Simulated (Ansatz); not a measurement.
**The alpha-Ga2S3 ferroelectric layer monolayer under a gate**

Aim: charge, voltage and capacitance of the alpha-Ga2S3 ferroelectric layer monolayer in a field-effect set-up.

Calculated with Ansatz 0.2.0; plane-wave DFT, PBE-D3(BJ), Ansatz PAW.

## Step 1: The starting structure

The cell holds 5 atoms: 3 S and 2 Ga. Cell: a = 3.650 Å, b = 3.650 Å, c = 43.404 Å, α = 90.0°, β = 90.0°, γ = 120.0°. Vacuum lies along c.

Coordinates:

```cif
data_structure
_symmetry_space_group_name_H-M 'P 1'
_symmetry_Int_Tables_number 1
_cell_length_a 3.6500
_cell_length_b 3.6500
_cell_length_c 43.4043
_cell_angle_alpha 90.000
_cell_angle_beta 90.000
_cell_angle_gamma 120.000
_cell_volume 500.78
loop_
_atom_site_label
_atom_site_type_symbol
_atom_site_fract_x
_atom_site_fract_y
_atom_site_fract_z
_atom_site_occupancy
S1 S 0.00000 0.00000 0.42853 1
Ga2 Ga 0.33333 0.66667 0.45451 1
S3 S 0.33333 0.66667 0.50680 1
Ga4 Ga 0.66667 0.33333 0.54267 1
S5 S 0.00000 0.00000 0.57147 1
```

## Step 2: Relaxation

The starting cell is a guess, so the in-plane lattice and the atoms are relaxed first, with the slab cut off from its images along the normal.

Input file input.yaml:

```yaml
crystal:
  lattice:
    - [3.65, 0.0, 0.0]
    - [-1.825, 3.1609927238, 0.0]
    - [0.0, 0.0, 43.4042854862]
  atoms:
    - { symbol: S, position: [0.0, 0.0, 0.4285291139] }
    - { symbol: Ga, position: [0.3333333333, 0.6666666667, 0.454505918] }
    - { symbol: S, position: [0.3333333333, 0.6666666667, 0.5068049013] }
    - { symbol: Ga, position: [0.6666666667, 0.3333333333, 0.5426718865] }
    - { symbol: S, position: [0.0, 0.0, 0.5714708861] }
  periodic: [true, true, false]
kpoints:
  mp_grid: { grid: [12, 12, 1] }
hamiltonian:
  xc: pbe
  dispersion: d3bj
scf:
  occupations: { method: fermi_dirac, width: 0.05 }
  convergence: { dr2_threshold: 1.0e-09 }
relax:
  f_tol: 0.004
  max_steps: 90
  cell: {}
output:
  write_potential: true
  write_density: true
  volumetric_format: npy
```

The run is started by

```console
$ ansatz run input.yaml --threads 4 --pin off --max-ram 16384MiB --backend cpu --events-out ev --progress --plain --runs-dir out
```

Numbers of over 12 decimals in the logs are rounded to 6 here.

Output:

```text
Warning: relax.cell: scf.convergence.dr2_threshold = 1e-9 eV is looser than the 1.90418979045e-10 eV advised for a relaxation that steers and ends on the stress (1e-10 eV for each atom of the cell: 5, times the square of relax.cell.stress_2d_tol = 0.05 N/m over 16.2 Å (the atoms' height at the walk's start and 5 Å past either face), 3.086e-2 GPa, over a crystal's default 0.05). What an SCF threshold leaves in a stress goes as its square root, and in the free energy as the threshold itself, and one threshold admits the most on a small cell: [figures from the program's tests cut] Set scf.convergence.dr2_threshold to 1.90418979045e-10 eV or tighter. [rest of the remark cut]
Engine: ansatz 0.2.0, aarch64-unknown-linux-gnu
Pseudopotentials: kind: paw
Pseudopotential: S, paw, valence charge 6, recommended cutoff 420 eV (normal), S.paw.azcp
Pseudopotential: Ga, paw, valence charge 13, recommended cutoff 420 eV (normal), Ga.paw.azcp
Functional definition: PBE
  parameter kappa = 0.804
  parameter beta = 0.066725
  exchange = pbe_x(kappa = kappa, mu = beta*pi^2/3)
  correlation = pbe_c(beta = beta)
Crystal: 5 atoms, lattice volume = 500.782 Å³
Basis set: ecut = 420 eV, 9649 PW (Γ), exchange–correlation on 50×50×600 points (8 copies of the dense FFT grid, shifted against one another)
Bands: 27, of which v1, the nominal top of the filled ones, is band 22 counted from 1 (21 counted from 0)
Symmetry: 6 space group operations
Space group: P3m1 (ITA 156), of the structure as read, at distance tolerance 7.9e-5 Å
k-points: 19 of 144 (time reversal used)
Non-local potential: S, projectors of the file, l = 0: 2, l = 1: 2, l = 2: 2
Non-local potential: Ga, projectors of the file, l = 0: 2, l = 1: 2, l = 2: 3, l = 3: 1
PAW form: soft (Blöchl's): semilocal exchange-correlation on the pseudo side does not see the compensation charge
PAW one-centre angular grid: S, 110 points (default); XC on 64 Gauss nodes
PAW one-centre angular grid: Ga, 590 points (default); XC on 64 Gauss nodes
Initial density: superposition of atomic densities (neutral atoms: chi_scale 0, normalization atom), corrected by the library's trained network
Initial wavefunctions: pseudopotential atomic-orbital guess
Functional: x = pbe(κ = 0.804, μ = 0.219515), c = pbe(β = 0.066725)
SCF iter   1: F=—  HF=-10276.291381 eV  |F-HF|=—  |Δ(HF+E_count)|=         —  Δρ=9.28e-4  dr2=5.02e-2  ethr=1.77e-3  ⟨swp⟩=12.2  Hψ=3593  notcnv=0
preconditioner: auto → Resta (q_TF=auto, 1.819 Å⁻¹)  ε∞=1.7  [insulator: Δε(μ)=1.601 eV  Ē_g=13.443 eV  σ=0.050 eV  W_gap=1.00  n_scr=24 (ndim 8)  ℏωp=11.0 eV  f_vac=0.771  D(μ)=0.00/eV (n_scr^D=0)  ε∞_Penn≈1.7  vacuum switching on, ρ_ref=1.3e-2 e/Å³]
SCF iter   2: F=—  HF=-10276.308721 eV  |F-HF|=—  |Δ(HF+E_count)|=   1.73e-2  Δρ=1.80e-3  dr2=2.57e-1  ethr=1.14e-4  ⟨swp⟩=4.8  Hψ=1361  notcnv=0  defer=11
SCF iter   3: F=—  HF=-10276.285989 eV  |F-HF|=—  |Δ(HF+E_count)|=   2.27e-2  Δρ=3.08e-4  dr2=1.40e-3  ethr=1.14e-4  ⟨swp⟩=3.7  Hψ=873  notcnv=0  defer=9
SCF iter   4: F=—  HF=-10276.286182 eV  |F-HF|=—  |Δ(HF+E_count)|=   1.93e-4  Δρ=1.64e-4  dr2=3.36e-4  ethr=3.18e-6  ⟨swp⟩=3.3  Hψ=1446  notcnv=0  defer=8
SCF iter   5: F=—  HF=-10276.286330 eV  |F-HF|=—  |Δ(HF+E_count)|=   1.49e-4  Δρ=6.06e-5  dr2=1.21e-5  ethr=7.65e-7  ⟨swp⟩=2.4  Hψ=729  notcnv=0  defer=8
SCF iter   6: F=—  HF=-10276.286298 eV  |F-HF|=—  |Δ(HF+E_count)|=   3.23e-5  Δρ=3.28e-5  dr2=3.63e-6  ethr=2.75e-8  ⟨swp⟩=2.8  Hψ=1092  notcnv=0  defer=8
SCF iter   7: F=—  HF=-10276.286293 eV  |F-HF|=—  |Δ(HF+E_count)|=   4.45e-6  Δρ=8.01e-6  dr2=3.45e-7  ethr=8.25e-9  ⟨swp⟩=3.3  Hψ=1209  notcnv=0  defer=8
SCF iter   8: F=—  HF=-10276.286294 eV  |F-HF|=—  |Δ(HF+E_count)|=   3.99e-7  Δρ=2.24e-6  dr2=2.77e-8  ethr=7.84e-10  ⟨swp⟩=2.9  Hψ=1080  notcnv=0  defer=8
SCF iter   9: F=—  HF=-10276.286294 eV  |F-HF|=—  |Δ(HF+E_count)|=   6.94e-8  Δρ=9.53e-7  dr2=9.05e-9  ethr=6.30e-11  ⟨swp⟩=2.8  Hψ=1083  notcnv=0  defer=8
SCF iter  10: F=-10276.286294 eV  HF=-10276.286294 eV  |F-HF|=4.93e-9  |Δ(HF+E_count)|=   1.75e-8  Δρ=2.92e-7  dr2=6.08e-10  ethr=2.27e-12  ⟨swp⟩=8.8  Hψ=4537  notcnv=0
SCF 1 converged in 10 iterations: F = -10276.286294 eV  dr2 = 6.08e-10
  greatest PAW one-centre occupation: 0.996 electrons in one spin orbital (limit 2), on the Ga atom at site 3 (counted from 0), in its partial waves of l = 2
relax step   1: F+E_penalty+E_count = -10276.28629396 eV  Δ(F+E_penalty+E_count) = +0.000e0 eV  max|allowed force component| = 1.054e0 eV/Å  Δτ_max = 0.0000 Å  P = -3.413 N/m  Ω = 500.782 Å³  fix = [c, alpha, beta]  reactions: c +0.000 N/m  (10 SCF iters, accepted)
Crystal: 5 atoms, lattice volume = 501.247 Å³
Basis set: ecut = 420 eV, 9673 PW (Γ), exchange–correlation on 50×50×600 points (8 copies of the dense FFT grid, shifted against one another)
Initial density: handed on by an earlier stage of this run
Initial wavefunctions: those handed on with the density
iter 1 solved again at ethr=1.50e-4 eV; its pass at ethr=3.10e-3 eV (dr2=6.59e-2 eV) is discarded
SCF iter   1: F=—  HF=-10276.412238 eV  |F-HF|=—  |Δ(HF+E_count)|=         —  Δρ=4.78e-3  dr2=7.33e-2  ethr=1.50e-4  ⟨swp⟩=2.1  Hψ=3871  notcnv=0
preconditioner: auto → Resta (q_TF=auto, 1.819 Å⁻¹)  ε∞=1.6  [insulator: Δε(μ)=1.637 eV  Ē_g=13.675 eV  σ=0.050 eV  W_gap=1.00  n_scr=24 (ndim 8)  ℏωp=11.0 eV  f_vac=0.779  D(μ)=0.00/eV (n_scr^D=0)  ε∞_Penn≈1.6  vacuum switching on, ρ_ref=1.4e-2 e/Å³]
SCF iter   2: F=—  HF=-10276.401813 eV  |F-HF|=—  |Δ(HF+E_count)|=   1.04e-2  Δρ=2.17e-3  dr2=2.02e-2  ethr=1.50e-4  ⟨swp⟩=3.7  Hψ=1007  notcnv=0  defer=2
SCF iter   3: F=—  HF=-10276.401275 eV  |F-HF|=—  |Δ(HF+E_count)|=   5.38e-4  Δρ=1.24e-3  dr2=1.76e-2  ethr=4.59e-5  ⟨swp⟩=3.8  Hψ=1032  notcnv=0  defer=3
SCF iter   4: F=—  HF=-10276.400171 eV  |F-HF|=—  |Δ(HF+E_count)|=   1.10e-3  Δρ=4.31e-4  dr2=9.98e-3  ethr=4.00e-5  ⟨swp⟩=2.7  Hψ=830  notcnv=0  defer=11
SCF iter   5: F=—  HF=-10276.399227 eV  |F-HF|=—  |Δ(HF+E_count)|=   9.44e-4  Δρ=1.70e-4  dr2=1.16e-4  ethr=2.27e-5  ⟨swp⟩=2.2  Hψ=631  notcnv=0  defer=11
SCF iter   6: F=—  HF=-10276.399277 eV  |F-HF|=—  |Δ(HF+E_count)|=   5.02e-5  Δρ=8.53e-5  dr2=3.06e-5  ethr=2.63e-7  ⟨swp⟩=3.1  Hψ=1057  notcnv=0  defer=11
SCF iter   7: F=—  HF=-10276.399255 eV  |F-HF|=—  |Δ(HF+E_count)|=   2.21e-5  Δρ=1.93e-5  dr2=1.35e-6  ethr=6.95e-8  ⟨swp⟩=2.9  Hψ=994  notcnv=0  defer=11
SCF iter   8: F=—  HF=-10276.399234 eV  |F-HF|=—  |Δ(HF+E_count)|=   2.08e-5  Δρ=4.94e-6  dr2=2.50e-7  ethr=3.07e-9  ⟨swp⟩=2.9  Hψ=1106  notcnv=0  defer=13
[...]
SCF iter   7: F=—  HF=-10276.428638 eV  |F-HF|=—  |Δ(HF+E_count)|=   1.60e-6  Δρ=1.08e-5  dr2=9.85e-7  ethr=1.47e-8  ⟨swp⟩=3.1  Hψ=971  notcnv=0  defer=1
SCF iter   8: F=—  HF=-10276.428617 eV  |F-HF|=—  |Δ(HF+E_count)|=   2.08e-5  Δρ=3.59e-6  dr2=4.42e-8  ethr=2.24e-9  ⟨swp⟩=2.7  Hψ=1000  notcnv=0  defer=1
SCF iter   9: F=—  HF=-10276.428617 eV  |F-HF|=—  |Δ(HF+E_count)|=   2.60e-8  Δρ=1.33e-6  dr2=7.01e-9  ethr=1.01e-10  ⟨swp⟩=3.1  Hψ=1137  notcnv=0  defer=1
SCF iter  10: F=-10276.428617 eV  HF=-10276.428617 eV  |F-HF|=4.60e-10  |Δ(HF+E_count)|=   1.79e-9  Δρ=2.91e-7  dr2=3.06e-10  ethr=2.27e-12  ⟨swp⟩=9.5  Hψ=4645  notcnv=0
SCF 3 converged in 10 iterations: F = -10276.428617 eV  dr2 = 3.06e-10
relax step   3: F+E_penalty+E_count = -10276.42861709 eV  Δ(F+E_penalty+E_count) = -2.938e-2 eV  max|allowed force component| = 9.875e-2 eV/Å  Δτ_max = 0.0497 Å  P = -0.670 N/m  Ω = 493.268 Å³  energy of the carried Pulay correction = +2.995e-4 eV  fix = [c, alpha, beta]  reactions: c -0.000 N/m  (10 SCF iters, accepted)
[...]
relax step   4: F+E_penalty+E_count = -10276.43145577 eV  Δ(F+E_penalty+E_count) = -2.839e-3 eV  max|allowed force component| = 2.954e-2 eV/Å  Δτ_max = 0.0084 Å  P = -0.079 N/m  Ω = 489.041 Å³  energy of the carried Pulay correction = +4.699e-4 eV  fix = [c, alpha, beta]  reactions: c -0.000 N/m  (9 SCF iters, accepted)
[...]
relax step   5: F+E_penalty+E_count = -10276.43130168 eV  Δ(F+E_penalty+E_count) = +1.541e-4 eV  max|allowed force component| = 7.355e-2 eV/Å  Δτ_max = 0.0053 Å  P = -0.098 N/m  Ω = 488.550 Å³  energy of the carried Pulay correction = +4.898e-4 eV  fix = [c, alpha, beta]  (8 SCF iters, rejected (line search))
[...]
relax step   6: F+E_penalty+E_count = -10276.43161384 eV  Δ(F+E_penalty+E_count) = -1.581e-4 eV  max|allowed force component| = 7.022e-3 eV/Å  Δτ_max = 0.0027 Å  P = -0.017 N/m  Ω = 488.476 Å³  energy of the carried Pulay correction = +4.928e-4 eV  fix = [c, alpha, beta]  reactions: c -0.000 N/m  (8 SCF iters, accepted)
[...]
relax step   7: F+E_penalty+E_count = -10276.43161978 eV  Δ(F+E_penalty+E_count) = -5.937e-6 eV  max|allowed force component| = 1.281e-3 eV/Å  Δτ_max = 0.0003 Å  P = -0.002 N/m  Ω = 488.388 Å³  energy of the carried Pulay correction = +4.963e-4 eV  fix = [c, alpha, beta]  reactions: c -0.000 N/m  (6 SCF iters, accepted)
Initial wavefunctions: pseudopotential atomic-orbital guess (no wavefunctions were taken with the density)
iter 1 solved again at ethr=4.12e-7 eV; its pass at ethr=3.10e-3 eV (dr2=1.81e-4 eV) is discarded
SCF iter   1: F=—  HF=-10276.431200 eV  |F-HF|=—  |Δ(HF+E_count)|=         —  Δρ=1.23e-5  dr2=2.49e-7  ethr=4.12e-7  ⟨swp⟩=5.1  Hψ=5942  notcnv=0
eigensolver tolerance schedule: the retry pair's looser diagonalisation over-reported the residual by 726.77 of it (diagonalisation noise at 0.11 of the residual, at the tolerance the schedule requests for it); recorded, not acted on — ethr = c·dr2/N_el stays at c = 1.0e-1
SCF iter   2: F=—  HF=-10276.431101 eV  |F-HF|=—  |Δ(HF+E_count)|=   9.87e-5  Δρ=1.09e-5  dr2=2.51e-7  ethr=5.66e-10  ⟨swp⟩=3.9  Hψ=1501  notcnv=0
SCF iter   3: F=—  HF=-10276.431101 eV  |F-HF|=—  |Δ(HF+E_count)|=   9.00e-8  Δρ=1.90e-6  dr2=9.39e-8  ethr=5.66e-10  ⟨swp⟩=2.0  Hψ=862  notcnv=0
SCF iter   4: F=—  HF=-10276.431101 eV  |F-HF|=—  |Δ(HF+E_count)|=   6.39e-9  Δρ=1.70e-6  dr2=2.11e-7  ethr=2.13e-10  ⟨swp⟩=2.7  Hψ=1050  notcnv=0
SCF iter   5: F=—  HF=-10276.431101 eV  |F-HF|=—  |Δ(HF+E_count)|=   2.13e-8  Δρ=3.72e-7  dr2=2.01e-9  ethr=2.13e-10  ⟨swp⟩=2.4  Hψ=656  notcnv=0
SCF iter   6: F=-10276.431101 eV  HF=-10276.431101 eV  |F-HF|=2.00e-11  |Δ(HF+E_count)|=  3.37e-10  Δρ=2.01e-7  dr2=2.03e-10  ethr=2.27e-12  ⟨swp⟩=15.6  Hψ=4888  notcnv=0
SCF 8 converged in 6 iterations: F = -10276.431101 eV  dr2 = 2.03e-10
relax step   8: F+E_penalty+E_count = -10276.43110093 eV  Δ(F+E_penalty+E_count) = +5.189e-4 eV  max|allowed force component| = 1.306e-3 eV/Å  Δτ_max = 0.0000 Å  P = -0.000 N/m  Ω = 488.388 Å³  fix = [c, alpha, beta]  reactions: c -0.000 N/m  stress off target by 9.63e-5 N/m on what of the cell is left free  SCF on the basis re-selected at this cell (its energy is not comparable with the rows above)  (6 SCF iters)
basis re-selected at this cell: Δ(F+E_penalty+E_count) = +5.189e-4 eV, ΔP = +0.002 N/m vs the last step (what re-selecting the basis moved, of the pressure what is left beyond the Pulay correction that the steps carried, after the strain that the cell walked since its last selection, with what the two solves' SCF thresholds leave and, on support functions, any second-order correction that the steps lacked; it is no m [...]
WARN: The output density's exchange-correlation potential varies sharply where the density is thin. Do not read a vacuum level from v_tot or v_xc, or from such a field of the output density. On a cell that repeats whose density bears no net charge and no dipole along the vacuum's axis use v_es (v_loc + v_h of the components); under efield.dipole_correction with no amplitude use v_es + v_field, which holds any externa [...]
SCF converged after 6 iterations
Free energy (F): -10276.431101 eV
Harris-Foulkes:  -10276.431101 eV  (|F-HF|=2.00e-11)
Internal energy: -10276.431101 eV  (E = F + TS)
E sigma→0 (E₀):  -10276.431101 eV
Fermi energy:    -5.146153 eV
--- Per-component energies (eV) ---
  E_band       = -685.388823
  E_kinetic    = 551.146134
  E_local      = -134545.184287  (includes V_loc(G=0)·N_el)
  E_nonlocal   = 941.110761
  E_hartree    = 66796.525020
  E_xc         = -427.603265
  E_vxc        = -376.052481  (∫ρ·V_xc dr)
  E_paw        = -5785.725362  (= ΣΔE_a)
  E_vpaw       = -849.457161  (= ΣTr[D̂ρ^β])
  E_aug_tail   = -0.000211  (compensation charges beyond the density's cutoff)
  E_ewald      = 62194.507721
  E_disp       = -1.207611  (pairwise vdW)
  E_smearing   = -0.000000  (= −TS)
  E_closure    = -0.000000  (closes the sum)
  Σ components = -10276.431101   (vs F -10276.431101, Δ=0.00e0)
--- Forces (eV/Å), atoms counted from 1 ---
  atom   1  S      0.00000000    -0.00000000     0.00042058
  atom   2  Ga     0.00000000     0.00000000    -0.00130597
  atom   3  S      0.00000000    -0.00000000     0.00105324
  atom   4  Ga     0.00000000     0.00000000    -0.00018456
  atom   5  S      0.00000000     0.00000000     0.00001550
  max |Σ_I F_I| component: 1.21e-6 eV/Å
--- 2D stress c σ (N/m, compression-positive) ---
       -0.000096      -0.000000      -0.000000
       -0.000000      -0.000096      -0.000000
       -0.000000      -0.000000      -0.000000
  P = ½ c Tr σ = -0.0001 N/m
--- Band table (eV; the first three rows and the last of 19) ---
  k-point 0: bands = [... 18 lower, -6.3804, -6.3804, -6.2699, -6.2699, -4.2987, -2.9637, -1.5581, -1.1508, ... 1 higher]
  k-point 1: bands = [... 18 lower, -6.9400, -6.6807, -6.4378, -6.1159, -3.9126, -2.6542, -1.4832, -1.1432, ... 1 higher]
  k-point 2: bands = [... 18 lower, -7.2689, -7.1044, -6.8528, -6.0724, -3.4136, -2.5565, -1.7556, -0.7714, ... 1 higher]
  k-point 18: bands = [... 18 lower, -8.8535, -8.5249, -7.9901, -6.4805, -3.5436, -2.7806, -1.3266, -0.3807, ... 1 higher]
  the weakly bound empty levels are not read free of the cell's end (no_gap_told)
--- Relaxed structure (7 steps of the walk, 6 accepted, 1 SCFs on fresh bases) ---
  F+E_penalty+E_count = -10276.43110093 eV   max|allowed force component| = 1.306e-3 eV/Å   (the final SCF, on the basis selected at the relaxed cell)
  cell:  # Å, volume = 488.3882 Å³
    - [3.604549, 0.0, 0]
    - [-1.802275, 3.121631, 0]
    - [0, 0, 43.4042854862]
  atoms:
    - { symbol: S, position: [-1.4802973661453342e-17, -3.3306690739077814e-17, 0.431367] }
    - { symbol: Ga, position: [0.333333, 0.666667, 0.455812] }
    - { symbol: S, position: [0.333333, 0.666667, 0.506554] }
    - { symbol: Ga, position: [0.666667, 0.333333, 0.541917] }
    - { symbol: S, position: [-1.4802973661453342e-17, -3.3306690739077814e-17, 0.568332] }
```

Wall time 60 s (4 threads of Arm Neoverse V1, shared host); peak memory 0.83 GiB.

The steps of the relaxation:

| step | energy less that of the first step (eV) | largest force component (eV/Å) | volume (Å³) |
| --- | --- | --- | --- |
| 1 | 0.0000 | 1.0536 | 500.78 |
| 2 | -0.1129 | 0.5835 | 501.25 |
| 3 | -0.1423 | 0.0987 | 493.27 |
| 4 | -0.1452 | 0.0295 | 489.04 |
| 5 | -0.1450 | 0.0736 | 488.55 |
| 6 | -0.1453 | 0.0070 | 488.48 |
| 7 | -0.1453 | 0.0013 | 488.39 |
| 8* | -0.1448 | 0.0013 | 488.39 |

Relaxation steps marked * repeat the geometry before them on a plane-wave basis chosen anew for their cell, so energy and pressure can jump there. Relaxation step 5 was tried and not accepted.

The run keeps the 6 symmetry operations that it works with, so distortions that break them were not tested.

| cell as run | before | after | change |
| --- | --- | --- | --- |
| a (Å) | 3.650 | 3.605 | -1.2 % |
| b (Å) | 3.650 | 3.605 | -1.2 % |

The atoms that moved most (Å, along periodic axes as changes of fractional coordinates times the final cell, across vacuum about the mean position):

| atom | dx | dy | dz | length |
| --- | --- | --- | --- | --- |
| S5 | 0.000 | 0.000 | -0.136 | 0.136 |
| S1 | 0.000 | 0.000 | 0.123 | 0.123 |
| Ga2 | 0.000 | 0.000 | 0.057 | 0.057 |
| Ga4 | 0.000 | 0.000 | -0.033 | 0.033 |
| S3 | 0.000 | 0.000 | -0.011 | 0.011 |

The relaxed structure:

```xyz
5
Lattice="3.6045 0.0000 0.0000 -1.8023 3.1216 0.0000 0.0000 0.0000 43.4043" Properties=species:S:1:pos:R:3
S     0.0000    0.0000   18.7232
Ga    0.0000    2.0811   19.7842
S     0.0000    2.0811   21.9866
Ga    1.8023    1.0405   23.5215
S     0.0000    0.0000   24.6681
```

The lattice constant a goes from 3.650 to 3.605 Å.

(Continued in part 2 of 3.)

[Logs are printed without paths, hosts, clocks, repeated set-up lines and the standing remarks that a program may print on its own settings, such as how far it seeks lower states.]

[Hosts, paths, dates, database ids (printed as entryN), source tags and the programs' standing remarks are cut or masked in the printed files.]

[Maps of the electrostatic potential energy from Ansatz leave out the sawtooth potential of an applied field or a dipole correction, so their vacuum need not be flat; planar profiles and work functions include it.]
